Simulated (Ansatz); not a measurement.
# One crystal, many levels of theory: WSe2 (P6_3/mmc), part 3 of 3

Aim: the gap of WSe2 (P6_3/mmc) at several levels of theory on one structure, with the time that each takes.

Ansatz 0.2.0; density functionals, hybrids and G0W0, plane waves, PAW. Known limits of the many-body steps: finite bands, screening cutoff and k mesh; no spin-orbit coupling in G0W0.

So far. Step 11 (G0W0@HSE06, 6×6×2 mesh, 362 empty bands, screening to …): Over 10 of 14 irreducible mesh points the G0W0 gap is 1.445 eV, from k = Γ to k = (0.167, 0.167, 0.000). The HSE06 gap of this run on the mesh is 1.446 eV. The two states that bound the G0W0 gap lie that far apart at the start, so the correction of the gap is 1.445 − 1.446 = −0.001 eV.

The database entry behind the starting cell differs from later determinations by our own check (a about 0.2 % long), so it need not match the best structure at ambient conditions.

In doubt: masses and optical values from hybrid runs of this build are listed as unsure (step 11), which bears on the screening that GW takes from such a start.

## 13. Gap and time by level

Each gap is the least one over the points named; times are wall times on shared hosts, not benchmarks. A G0W0 time includes the run's own self-consistent start. Runs with listed points see these and the mesh alone, so an edge that moves elsewhere is missed. Rows marked * are further runs, not shown as steps, whose inputs differ from the G0W0 step on the same start in the columns given; solver thresholds can differ too.

```csv
level,mesh,"files, cutoff","bands summed, screening",points,gap (eV),valence top,conduction bottom,least direct gap (eV),time
LDA,12×12×2,"soft_2 PAW, 420 eV",-,mesh and listed points,0.920,Γ,"(0.167, 0.167, 0.000)",1.510,3.4 s
PBEsol,12×12×2,"soft_2 PAW, 420 eV",-,mesh and listed points,0.939,Γ,"(0.167, 0.167, 0.000)",1.518,4.6 s
PBE,12×12×2,"soft_2 PAW, 420 eV",-,mesh and path,0.974,Γ,"(0.167, 0.167, 0.000)",1.527,9.3 s
PBE+SOC,12×12×2,"soft_2 PAW, 420 eV",-,mesh and listed points,0.905,Γ,"(0.167, 0.167, 0.000)",1.313,8.2 s
r2SCAN,12×12×2,"soft_2 PAW, 500 eV",-,mesh and listed points,1.095,Γ,"(0.167, 0.167, 0.000)",1.645,7.5 s
HSE06,6×6×2,"soft_2 PAW, 420 eV",-,mesh and listed points,1.446,Γ,"(0.167, 0.167, 0.000)",1.985,25 s
PBE0,6×6×2,"soft_2 PAW, 420 eV",-,mesh and listed points,2.095,Γ,"(0.167, 0.167, 0.000)",2.632,23 s
DDH-PBE0,6×6×2,"soft_2 PAW, 420 eV",-,mesh and listed points,1.321,Γ,"(0.167, 0.167, 0.000)",1.874,70 s
G0W0@PBE*,6×6×2,"soft_2 PAW, 420 eV","174, 60 eV",10 of 14 irreducible mesh points,1.186,Γ,"(0.167, 0.167, 0.000)",1.949,16 s
G0W0@PBE*,6×6×2,"soft_2 PAW, 420 eV","408, 120 eV",10 of 14 irreducible mesh points,1.261,Γ,"(0.167, 0.167, 0.000)",1.948,39 s
G0W0@PBE,6×6×2,"soft_2 PAW, 420 eV","826, 200 eV",10 of 14 irreducible mesh points,1.295,Γ,"(0.167, 0.167, 0.000)",1.941,60 s
G0W0@HSE06,6×6×2,"soft_2 PAW, 420 eV","408, 120 eV",10 of 14 irreducible mesh points,1.445,Γ,"(0.167, 0.167, 0.000)",2.096,66 s
G0W0@PBEsol,6×6×2,"soft_2 PAW, 420 eV","408, 120 eV",11 of 14 irreducible mesh points,1.244,Γ,"(0.167, 0.167, 0.000)",1.941,26 s
```

## 14. Results

```
LDA, over mesh and listed points                                   : 0.920 eV
PBEsol, over mesh and listed points                                : 0.939 eV
PBE, over mesh and path                                            : 0.974 eV
PBE+SOC, over mesh and listed points                               : 0.905 eV
r2SCAN, over mesh and listed points                                : 1.095 eV
HSE06, over mesh and listed points                                 : 1.446 eV
PBE0, over mesh and listed points                                  : 2.095 eV
DDH-PBE0, over mesh and listed points                              : 1.321 eV
G0W0@PBE (826 bands, 6×6×2), over 10 of 14 irreducible mesh points : 1.295 eV
G0W0@HSE06, over 10 of 14 irreducible mesh points                  : 1.445 eV
G0W0@PBEsol, over 11 of 14 irreducible mesh points                 : 1.244 eV
known limits                                                       : finite bands, screening cutoff and k mesh; no spin-orbit coupling in G0W0
```

The rows run from 0.905 eV (PBE+SOC) to 2.095 eV (PBE0). They differ in mesh, plane-wave cutoff, bands and screening cutoff of G0W0 and the points over which the gap was sought as well as in level, so only pairs that share these are like for like. PBEsol against LDA: 0.939 − 0.920 = +0.019 eV, with the same mesh, files and cutoff, and both edges at the same k points. PBE against PBEsol: 0.974 − 0.939 = +0.035 eV, with the same mesh, files and cutoff, and both edges at the same k points. PBE+SOC against PBE: 0.905 − 0.974 = −0.069 eV, with the same mesh, set of files (read in its fully relativistic form for the spin-orbit run) and cutoff, and both edges at the same k points. The spin-orbit run sees mesh and listed points alone, so its gap is an upper bound: the coupling can move an edge off these points, and the change over the zone, its sign included where it is small, is not known. PBE0 against HSE06: 2.095 − 1.446 = +0.649 eV, with the same mesh, files and cutoff, and both edges at the same k points. DDH-PBE0 against PBE0: 1.321 − 2.095 = −0.774 eV, with the same mesh, files and cutoff, and both edges at the same k points. G0W0@HSE06 against G0W0@PBE with 408 bands: 1.445 − 1.261 = +0.184 eV, with the same mesh, files and cutoffs, and both edges at the same k points. G0W0@PBEsol against G0W0@HSE06 with 408 bands: 1.244 − 1.445 = −0.201 eV, with the same mesh, files and cutoffs, and both edges at the same k points. The dielectric-dependent hybrid took 0.079 of exact exchange, against 0.25 in PBE0. G0W0@PBE (826 bands, 6×6×2) moves the gap of its own start on the mesh by 1.295 − 0.976 = +0.319 eV, between the same two levels. Both edges that PBE shows over mesh and path lie at k points where levels were corrected. Levels at other points were not corrected, so a lower G0W0 gap elsewhere in the zone is not ruled out. G0W0@HSE06 moves the gap of its own start on the mesh by 1.445 − 1.446 = −0.001 eV, between the same two levels. Both edges that HSE06 shows over mesh and listed points lie at k points where levels were corrected. Levels at other points were not corrected, so a lower G0W0 gap elsewhere in the zone is not ruled out. G0W0@PBEsol moves the gap of its own start on the mesh by 1.244 − 0.940 = +0.304 eV, between the same two levels. Both edges that PBEsol shows over mesh and listed points lie at k points where levels were corrected. Levels at other points were not corrected, so a lower G0W0 gap elsewhere in the zone is not ruled out. What spin-orbit coupling does to the G0W0 levels was not computed, so no sum with the G0W0 gap is formed. For G0W0@PBE: from 174 bands and 60 eV to 826 bands and 200 eV the gap moves by 1.295 − 1.186 = +0.109 eV (rung by rung 1.186, 1.261, 1.295 eV); bands and screening cutoff rise together, so their parts are not told apart. A line in one over the bands through the two highest rungs gives 1.295 + (1.295 − 1.261) × 408 / (826 − 408) = 1.328 eV, and through the pair below 1.261 + (1.261 − 1.186) × 174 / (408 − 174) = 1.317 eV. The two agree within 0.03 eV and the same two states bound the gap in each rung, so 1.328 eV is taken as an estimate of the limit on this mesh. The other G0W0 rows are shown at one basis each (408 bands), so their distance from the limit is not known here. The G0W0 runs are scalar-relativistic. No pair of G0W0 runs that differ in the mesh alone is shown (6×6×2 is a supercell whose nearest images lie 20 Å apart), so the error from the mesh is not known here. G0W0@PBE runs of this series with other atomic data on the same mesh, not shown as steps, give 1.261 eV (hard PAW, 760 eV, 422 bands, screening to 120 eV; the table's row with the same empty bands and screening cutoff has 1.261 eV); where bands and cutoffs differ too, the part of the files is not isolated.

[Paths, hosts, dates, memory and timing lines, banners, echoed tables and standing remarks are left out of the program output.]

[Logs are printed without paths, hosts, clocks, repeated set-up lines and the standing remarks that a program may print on its own settings, such as how far it seeks lower states.]

[Runs of the session that timed out or met a known fault of the program may be left out.]

[Cells called generated may have been cut or substituted from an entry of the Crystallography Open Database or the Materials Project.]

[Hosts, paths, dates, database ids (printed as entryN), source tags and the programs' standing remarks are cut or masked in the printed files.]

[Where an RPA ε∞ is given, it is that of the G0W0 mesh and is not shown converged in it. Names of k-points follow the symmetry that the program found, which can be lower than the space group named. Band edges on a path are those of the sampled points; other points can move an edge, and change direct to indirect where valleys lie close.]

[Hybrid gaps are those of their k-mesh and are not shown converged in it.]
